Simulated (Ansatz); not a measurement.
# How fast states decay through CdH2SO, part 2 of 3

A new crystal, CdH2SO: structure, gap and complex bands. It is built by putting S for part of the O in the CdH2O2 structure of space group P-3m1, with the volume rescaled by atomic radii. The parent structure comes from the Materials Project.

Ansatz 0.2.0; PBE DFT, plane waves, PAW files (the session's first sound run).

So far. Step 2 (Cell and atoms at rest): The largest force component on a free atom ends at 0.0040 eV/Å.

The structure was built from a prototype and need not be the compound's stable phase.

**3. The bulk crystal and its band edges**

The energy window and the wavevectors of the next steps follow from the band edges, so these are searched first, off the mesh as well.

Input file input.yaml:

```yaml
crystal:
  lattice:
    - [3.9172623404, 0.0, 0.0]
    - [-1.9586311702, 3.3924487001, 0.0]
    - [0.0, 0.0, 5.4369864438]
  atoms:
    - { symbol: Cd, position: [0.0, 0.0, 0.0404937034] }
    - { symbol: H, position: [0.6666666667, 0.3333333333, 0.5428266498] }
    - { symbol: H, position: [0.3333333333, 0.6666666667, 0.4021888467] }
    - { symbol: S, position: [0.6666666667, 0.3333333333, 0.7917489948] }
    - { symbol: O, position: [0.3333333333, 0.6666666667, 0.2227418052] }
kpoints:
  mp_grid: { grid: [8, 8, 6] }
  band_path: { path: [VBM, CBM], npoints: 30 }
scf:
  occupations: { method: fixed }
hamiltonian:
  xc: pbe
output:
  eigenvalues: true
  write_potential: true
  write_density: true
  volumetric_format: npy
  elf: true
```

On the command line:

```console
ansatz run input.yaml --threads 2 --pin off --max-ram 4096MiB --backend cpu --events-out ev --progress --plain --runs-dir out
```

Numbers of over 12 decimals in the logs are rounded to 6 here.

Output:

```text
[...]
Crystal: 5 atoms, lattice volume = 72.253 Å³
Basis set: ecut = 420 eV, 1447 PW (Γ)
Bands: 22, of which v1, the nominal top of the filled ones, is band 17 counted from 1 (16 counted from 0)
Symmetry: 6 space group operations
[...]
k-points: 50 of 384 (time reversal used)
[...]
SCF iter   1: F=—  HF=-9756.154320 eV  |F-HF|=—  |Δ(HF+E_count)|=         —  Δρ=2.35e-3  dr2=6.68e-3  ethr=1.77e-3  ⟨swp⟩=4.9  Hψ=4392  notcnv=0  defer=149
[...]
SCF iter   7: F=-9756.153452 eV  HF=-9756.153452 eV  |F-HF|=3.64e-8  |Δ(HF+E_count)|=   5.98e-7  Δρ=8.22e-6  dr2=5.21e-8  ethr=2.94e-10  ⟨swp⟩=8.0  Hψ=4474  notcnv=0
SCF 1 converged in 7 iterations: F = -9756.153452 eV  dr2 = 5.21e-8
[...]
NSCF: frozen V_eff on 34 k-points
[...]
SCF converged after 7 iterations
Free energy (F): -9756.153452 eV
[...]
Internal energy: -9756.153452 eV  (E = F + TS)
E sigma→0 (E₀):  -9756.153452 eV
Fermi energy:    4.749638 eV
[...]
--- Band table (eV; the first three rows and the last of 50) ---
  k-point 0: bands = [... 13 lower, 3.2432, 3.2432, 4.6863, 4.6863, 5.8254, 9.0787, 12.6647, 13.1578, ... 1 higher]
  k-point 1: bands = [... 13 lower, 3.2354, 3.2354, 4.7023, 4.7023, 6.1810, 9.1588, 12.0004, 13.0988, ... 1 higher]
  k-point 2: bands = [... 13 lower, 3.2197, 3.2197, 4.7339, 4.7339, 7.0403, 9.2662, 10.8407, 12.9916, ... 1 higher]
  k-point 49: bands = [... 13 lower, 1.1451, 2.5492, 3.2299, 3.6683, 8.9003, 10.3673, 10.5660, 12.0627, ... 1 higher]
```

It took 9.4 s on 2 threads of Arm Neoverse V2, shared host; peak memory 0.38 GiB; 18 s of CPU time.

The column dr2 measures how far the density is from self-consistency, as an energy; F and HF (Harris–Foulkes) agree once it is small.

This step gave:

```
free energy         : -9756.1535 eV
Fermi energy        : 4.750 eV
gap on the k-mesh   : 1.076 eV
gap on path         : 1.076 eV, by band count; negative where bands overlap
direct gap on path  : 1.139 eV
edge places on path : 0, 0.5778 1/A along the path
```

Electronic bands along the path, in eV, zero at the Fermi level (highest filled level under fixed occupations); v1 is the highest filled band, c1 the lowest empty one:

```
  point     v4     v3     v2     v1    c1    c2    c3
    VBM  -1.54  -1.54   0.00   0.00  2.96  4.36  5.56
halfway  -1.52  -1.52  -0.03  -0.03  1.82  4.48  6.66
    CBM  -1.51  -1.51  -0.06  -0.06  1.08  4.33  7.92
```

Valence density in the ac plane at fractional y = 0.333, with atoms of H and S within 0.2 Å of it. It is the smooth field of the valence electrons, not physical close to the nuclei.

Ten even steps from '0' (0.0 e/Å³) to '9' (1.5 e/Å³), each cell a mean:
```
11111112343321
10001125666532
10001247746752
10000247513763
00000136635652
00000125787631
00000013697421
00000012698310
00000001496200
00000001232100
00000000010000
00000000000000
00000000000000
00110000000000
01110000000000
01111000000000
11111000000000
11211000000000
11111001111100
```
Columns run along a (3.9 Å), rows up along c (5.4 Å). Atoms in or near the plane, at fractional coordinates: H at (0.67, 0.54), S at (0.67, 0.79).

ELF in the ac plane at fractional y = 0.333, with atoms of H and S within 0.2 Å of it. It is the smooth field of the valence electrons, not physical close to the nuclei.

Ten even steps from '_' (0.01) to '@' (1.00), each cell a mean:
```
..........::++##########**--
::..__....==##%%##**##%%%%**
==..__..--##%%%%**::==%%@@%%
++::__..==##%%%%--__..**%%%%
++::__..==##%%##==..::**%%##
==..____--**####******####**
::______..==++##%%@@@@%%**==
..________::++%%@@@@@@%%**--
__________..==%%@@@@@@@@**::
____________::##@@@@@@%%==__
______________--**%%##==..__
__......________..::..______
..::::::..__________________
::------::..______________..
..::::::::..______________..
..........__________________
____..______________________
__......______..........____
__......__....--======--::..
```
Columns run along a (3.9 Å), rows up along c (5.4 Å). Atoms in or near the plane, at fractional coordinates: H at (0.67, 0.54), S at (0.67, 0.79).

Electrostatic potential energy in the ac plane at fractional y = 0.333, with atoms of H and S within 0.2 Å of it. With pseudopotentials it is smooth inside the atoms' cores, unlike the true potential.

Values in eV, 19 rows by 14 columns, each cell a mean:
```
  6   5   4   4   6   6   6   2  -3  -7  -5   0   5   6
  7   6   6   6   7   7   4  -8 -21 -27 -24 -13   1   6
  8   8   8   8   8   6  -1 -22 -31 -29 -30 -27  -8   4
  8   9   9   9   9   6  -4 -27 -28 -21 -25 -30 -12   3
  9  10  10  10   9   6  -2 -24 -31 -27 -29 -29  -9   4
  9  10  10  10   9   7   3 -13 -26 -31 -29 -19  -2   6
  9  10  10  10  10   8   6   0  -8 -16 -12  -3   4   8
  9  10  10  10   9   9   8   3  -9 -24 -17   0   6   8
  9   9   9   9   9   9   8   4 -15 -31 -23  -1   7   9
  9   9   9   9   9   9   8   5  -3 -16  -9   4   8   9
  9   9   9   9   9   9   9   7   6   4   5   7   8   9
  9   9   9   9   9   9   9   9   8   8   8   8   9   9
  9   9   9   9   9   9   9   9   9   9   9   9   9   9
  9   9   9   9   9   9   9   9   9   9   9   9   9   9
  9   8   8   8   8   9   9   9   9   9   9   9   9   9
  7   6   6   6   7   8   9   9   9   9   9   9   9   8
  6   5   4   4   6   7   8   9   9   9   9   9   8   7
  5   3   1   2   4   6   7   8   8   8   8   8   8   7
  5   3   2   2   4   6   7   7   6   5   5   6   7   6
```
Columns run along a (3.9 Å; values clipped at the 3rd and 97th percentile), rows up along c (5.4 Å). Atoms in or near the plane, at fractional coordinates: H at (0.67, 0.54), S at (0.67, 0.79).

The searched edges give 1.08 eV, as on the mesh.

**4. Complex bands, plane (110), k-mesh 4×12×12**

This step: PBE DFT, plane waves, PAW files; complex bands by layer matching along the plane's normal (Ansatz 0.2.0).

The same crystal is laid in a cell whose first two vectors span the (110) plane (indices of the standard conventional cell, whose axes can be ordered otherwise than in the bulk input). At fixed energy and wavevector in the plane the solver finds all kz, real and complex. A few wavevectors are listed, (0, 0) and (-0.5, 0) in units of the plane's reciprocal vectors; the slowest state needn't be among them.

Input file input.yaml:

```yaml
crystal:
  lattice:
    - [5.436986444, 0.0, 0.0]
    - [0.0, 6.7848974, 0.0]
    - [0.0, 3.3924487, 1.95863117]
  atoms:
    - { symbol: Cd, position: [0.0404937034, 0.0, 0.0] }
    - { symbol: H, position: [0.5428266498, 0.6666666667, 0.0] }
    - { symbol: H, position: [0.4021888467, 0.3333333333, 0.0] }
    - { symbol: S, position: [0.7917489948, 0.6666666667, 0.0] }
    - { symbol: O, position: [0.2227418052, 0.3333333333, 0.0] }
kpoints:
  mp_grid: { grid: [4, 12, 12] }
scf:
  occupations: { method: fixed }
hamiltonian:
  xc: pbe
output:
  eigenvalues: true
  transmission:
    leads: [[0, 0]]
    kpoints: [[0.0, 0.0], [-0.5, 0.0]]
    e_range: [-1.0, 2.08]
    de: 0.05
```

Output:

```text
[...]
Crystal: 5 atoms, lattice volume = 72.253 Å³
Basis set: ecut = 420 eV, 1447 PW (Γ)
Bands: 22, of which v1, the nominal top of the filled ones, is band 17 counted from 1 (16 counted from 0)
Symmetry: 6 space group operations
[...]
k-points: 69 of 576 (time reversal used)
[...]
SCF iter   1: F=—  HF=-9756.154428 eV  |F-HF|=—  |Δ(HF+E_count)|=         —  Δρ=2.36e-3  dr2=6.72e-3  ethr=1.77e-3  ⟨swp⟩=4.9  Hψ=6069  notcnv=0  defer=206
[...]
SCF iter   7: F=-9756.153512 eV  HF=-9756.153512 eV  |F-HF|=2.99e-8  |Δ(HF+E_count)|=   5.68e-7  Δρ=8.04e-6  dr2=4.78e-8  ethr=2.94e-10  ⟨swp⟩=8.0  Hψ=6282  notcnv=0
SCF 1 converged in 7 iterations: F = -9756.153512 eV  dr2 = 4.78e-8
[...]
transmission: 3 of 6 steps passed
transmission: 6 of 6 steps passed
SCF converged after 7 iterations
Free energy (F): -9756.153512 eV
[...]
Internal energy: -9756.153512 eV  (E = F + TS)
E sigma→0 (E₀):  -9756.153512 eV
Fermi energy:    4.749372 eV
[...]
--- Band table (eV; the first three rows and the last of 69) ---
  k-point 0: bands = [... 13 lower, 3.2432, 3.2432, 4.6860, 4.6860, 5.8254, 9.0786, 12.6647, 13.1577, ... 1 higher]
  k-point 1: bands = [... 13 lower, 2.7070, 3.0626, 4.1225, 4.6094, 6.5702, 9.7414, 11.4808, 13.4347, ... 1 higher]
  k-point 2: bands = [... 13 lower, 1.8124, 2.5111, 3.5608, 4.2657, 7.8339, 10.1511, 11.0739, 12.6681, ... 1 higher]
  k-point 68: bands = [... 13 lower, 2.1339, 2.7749, 2.9448, 4.4364, 8.1752, 10.1843, 10.7404, 12.3416, ... 1 higher]
--- Transmission ---
  basis      : 329 plane waves across, 3 finite elements along
  points     : 2, as listed
  energies   : 62 from -1.000000 to 2.050000 eV about the Fermi level, 0.050000 eV apart; the leads are filled to 0.538018 eV, and channels, transmission and decay are at 0.550000 eV
  crystal 0  : Cd1H2O1S1, at the sites [0, 0], period 1.9586 Å: whole cells are its period
    offset         : up to 0.0000 Å between an atom of the period and one for which it stands
    channels       : 0.000000e0 a spin
    conductance    : none, the energies end too early or step too widely for 300 K: set another output.transmission.e_range or a lower de, or, where they end at an eighth of basis.ecutwfc, a higher one
    slowest decay  : 0.1454 /Å at (0.0000, 0.0000)
```

The job ended after 72 s (2 threads; peak memory 0.93 GiB; 2.4 min of CPU time).

This step gave:

```
Fermi energy                                              : 4.749 eV
level to which the leads are filled                       : 0.5380 eV from the Fermi level
decay constant at the filling level, zone centre          : 0.1454 Å⁻¹
decay constant at the filling level, slowest listed point : 0.1454 Å⁻¹
```

K parallel (0, 0); values up to 1.5 1/Å, a degenerate pair printed once or twice; energies at which all values exceed this have no row. Im kz of the slowest decaying states against energy, zero at the highest filled level on the SCF mesh:

```
energy (eV)  decay 1 (Å⁻¹)  decay 2 (Å⁻¹)  decay 3 (Å⁻¹)  decay 4 (Å⁻¹)
     -1.000          0.202          0.546          0.609           1.11
     -0.800          0.225          0.549          0.640           1.12
     -0.600          0.239          0.552          0.666           1.11
     -0.400          0.244          0.554          0.688           1.10
     -0.200          0.234          0.555          0.706           1.09
      0.000         0.0680          0.115          0.208          0.556
      0.200          0.125          0.171          0.328          0.555
      0.400          0.145          0.208          0.340          0.498
      0.600          0.143          0.235          0.317          0.552
      0.800          0.122          0.256          0.314          0.549
      1.000         0.0695          0.272          0.316          0.545
      1.200          0.285          0.318          0.541          0.766
      1.400          0.294          0.320          0.535          0.758
      1.600          0.301          0.321          0.528          0.737
      1.800          0.305          0.320          0.521          0.722
      2.000          0.307          0.318          0.512          0.710
```

K parallel (0, 0). The Re kz of states that move upwards by energy, zero at the highest filled level on the SCF mesh:

```
energy (eV)  channel 1 (Å⁻¹)  channel 2 (Å⁻¹)  channel 3 (Å⁻¹)
      -1.00           -0.777           -0.426             1.27
      -0.90           -0.734           -0.377             1.30
      -0.80           -0.690           -0.334             1.32
      -0.70           -0.644           -0.294             1.35
      -0.60           -0.596           -0.257             1.38
      -0.45           -0.515           -0.204             1.42
      -0.35           -0.454           -0.169             1.46
      -0.25           -0.380           -0.130             1.50
      -0.15           -0.280          -0.0850             1.58
      -0.05                -                -                -
       0.00                -                -                -
       0.05                -                -                -
       0.15                -                -                -
       0.25                -                -                -
       0.35                -                -                -
       0.45                -                -                -
       0.60                -                -                -
       0.70                -                -                -
       0.80                -                -                -
       0.90                -                -                -
       1.00                -                -                -
       1.10           0.0407                -                -
       1.20           0.0948                -                -
       1.30            0.131                -                -
       1.40            0.161                -                -
       1.50            0.189                -                -
       1.65            0.227                -                -
       1.75            0.251                -                -
       1.85            0.274                -                -
       1.95            0.297                -                -
       2.05            0.319                -                -
```

K parallel (-0.5, 0); values up to 1.5 1/Å, a degenerate pair printed once or twice; energies at which all values exceed this have no row. Im kz of the slowest decaying states against energy, zero at the highest filled level on the SCF mesh:

```
energy (eV)  decay 1 (Å⁻¹)  decay 2 (Å⁻¹)  decay 3 (Å⁻¹)  decay 4 (Å⁻¹)
      -1.00          0.309          0.545          0.785          0.987
      -0.85          0.340          0.590          0.809          0.918
      -0.70          0.364          0.629          0.827          0.853
      -0.55          0.383          0.662          0.797          0.842
      -0.40          0.398          0.687          0.752          0.855
      -0.25          0.129          0.408          0.707          0.717
      -0.10          0.184          0.414          0.689          0.723
       0.00        0.00395        0.00736          0.210          0.413
       0.05         0.0673          0.175          0.221          0.411
       0.20          0.131          0.248          0.379          0.648
       0.35          0.168          0.270          0.436          0.632
       0.50          0.195          0.287          0.483          0.617
       0.70          0.222          0.305          0.527          0.570
       0.85          0.238          0.315          0.490          0.587
       1.00          0.251          0.324          0.479          0.575
       1.15          0.262          0.331          0.470          0.563
       1.30          0.271          0.336          0.462          0.551
       1.45          0.277          0.339          0.452          0.538
       1.60          0.283          0.341          0.441          0.525
       1.75          0.286          0.342          0.429          0.512
       1.90          0.289          0.341          0.414          0.498
       2.05          0.290          0.338          0.396          0.484
```

At the listed wavevectors the last open channel is at -0.05 eV and the next at +1.10 eV on the grid. At +0.55 eV, the grid energy nearest the filling level (the middle of the gap on the SCF mesh), the slowest state at the listed wavevectors decays with κ = 0.145 Å⁻¹, its amplitude falling by e over 6.9 Å. Through 1 nm of this crystal that state's transmission falls by exp(−2 × 0.145 Å⁻¹ × 10 Å) = 0.055.

**5. Decay over the two-dimensional zone**

The listed points could miss the slowest state, so one energy near mid-gap is solved on a mesh of 8×12.

input.yaml, as its differences from that of step 4:

```diff
@@ -19,6 +19,2 @@
   eigenvalues: true
-  transmission:
-    leads: [[0, 0]]
-    kpoints: [[0.0, 0.0], [-0.5, 0.0]]
-    e_range: [-1.0, 2.08]
-    de: 0.05
+  transmission: { leads: [[0, 0]], kmesh: [8, 12], e_range: [0.54, 0.55], de: 0.05 }
```

Output:

```text
[...]
Crystal: 5 atoms, lattice volume = 72.253 Å³
Basis set: ecut = 420 eV, 1447 PW (Γ)
Bands: 22, of which v1, the nominal top of the filled ones, is band 17 counted from 1 (16 counted from 0)
Symmetry: 6 space group operations
[...]
k-points: 69 of 576 (time reversal used)
[...]
SCF iter   1: F=—  HF=-9756.154428 eV  |F-HF|=—  |Δ(HF+E_count)|=         —  Δρ=2.36e-3  dr2=6.72e-3  ethr=1.77e-3  ⟨swp⟩=4.9  Hψ=6069  notcnv=0  defer=206
[...]
SCF iter   7: F=-9756.153512 eV  HF=-9756.153512 eV  |F-HF|=2.99e-8  |Δ(HF+E_count)|=   5.68e-7  Δρ=8.04e-6  dr2=4.78e-8  ethr=2.94e-10  ⟨swp⟩=8.0  Hψ=6282  notcnv=0
SCF 1 converged in 7 iterations: F = -9756.153512 eV  dr2 = 4.78e-8
[...]
transmission: 24 of 150 steps passed
transmission: 36 of 150 steps passed
[...]
transmission: 150 of 150 steps passed
SCF converged after 7 iterations
Free energy (F): -9756.153512 eV
[...]
Internal energy: -9756.153512 eV  (E = F + TS)
E sigma→0 (E₀):  -9756.153512 eV
Fermi energy:    4.749372 eV
[...]
--- Band table (eV; the first three rows and the last of 69) ---
  k-point 0: bands = [... 13 lower, 3.2432, 3.2432, 4.6860, 4.6860, 5.8254, 9.0786, 12.6647, 13.1577, ... 1 higher]
  k-point 1: bands = [... 13 lower, 2.7070, 3.0626, 4.1225, 4.6094, 6.5702, 9.7414, 11.4808, 13.4347, ... 1 higher]
  k-point 2: bands = [... 13 lower, 1.8124, 2.5111, 3.5608, 4.2657, 7.8339, 10.1511, 11.0739, 12.6681, ... 1 higher]
  k-point 68: bands = [... 13 lower, 2.1339, 2.7749, 2.9448, 4.4364, 8.1752, 10.1843, 10.7404, 12.3416, ... 1 higher]
--- Transmission ---
  basis      : 329 plane waves across, 3 finite elements along
  points     : 50, standing for a mesh of 8 x 12
  energies   : 1 from 0.540000 to 0.540000 eV about the Fermi level; the leads are filled to 0.538018 eV, and channels, transmission and decay are at 0.540000 eV
  crystal 0  : Cd1H2O1S1, at the sites [0, 0], period 1.9586 Å: whole cells are its period
[...]
channels       : 0.000000e0 a spin
    conductance    : none, crystal 0 has no channel at the energies, or these end too early or step too widely for 300 K: set another output.transmission.e_range or a lower de, or, where they end at an eighth of basis.ecutwfc, a higher one
    slowest decay  : 0.1457 /Å at (0.0000, 0.0000)
```

Run time: 100 s. Hardware: 2 threads; peak memory 0.8 GiB; 3.3 min of CPU time.

This step gave:

```
least decay constant on the mesh : 0.1457 Å⁻¹
```

Slowest decay constant (1/Å; 0 where a channel is open) over k1 and k2. At 0.5400 eV from the Fermi level.

Values, 12 rows by 8 columns:
```
0.280 0.256 0.232 0.222 0.232 0.229 0.240 0.265
0.273 0.248 0.225 0.215 0.226 0.230 0.242 0.268
0.260 0.236 0.214 0.203 0.214 0.230 0.245 0.270
0.238 0.219 0.200 0.186 0.193 0.228 0.247 0.256
0.213 0.202 0.187 0.168 0.162 0.191 0.218 0.221
0.201 0.199 0.188 0.164 0.146 0.164 0.188 0.199
0.213 0.221 0.218 0.191 0.162 0.168 0.187 0.202
0.238 0.256 0.247 0.228 0.193 0.186 0.200 0.219
0.260 0.270 0.245 0.230 0.214 0.203 0.214 0.236
0.273 0.268 0.242 0.230 0.226 0.215 0.225 0.248
0.280 0.265 0.240 0.229 0.232 0.222 0.232 0.256
0.285 0.261 0.237 0.226 0.235 0.226 0.237 0.261
```
Columns: k1 (b1) from -0.5 to 0.375; rows upwards: k2 (b2) from -0.5 to 0.417.

The least value on the mesh is 0.146 Å⁻¹ at +0.54 eV. At that energy the listed points give about 0.146 Å⁻¹ by interpolation, so the mesh holds no clearly slower state.

[end of part 2 of 3]

[Logs are printed without paths, hosts, clocks, repeated set-up lines and the standing remarks that a program may print on its own settings, such as how far it seeks lower states.]

[Hosts, paths, dates, database ids (printed as entryN), source tags and the programs' standing remarks are cut or masked in the printed files.]
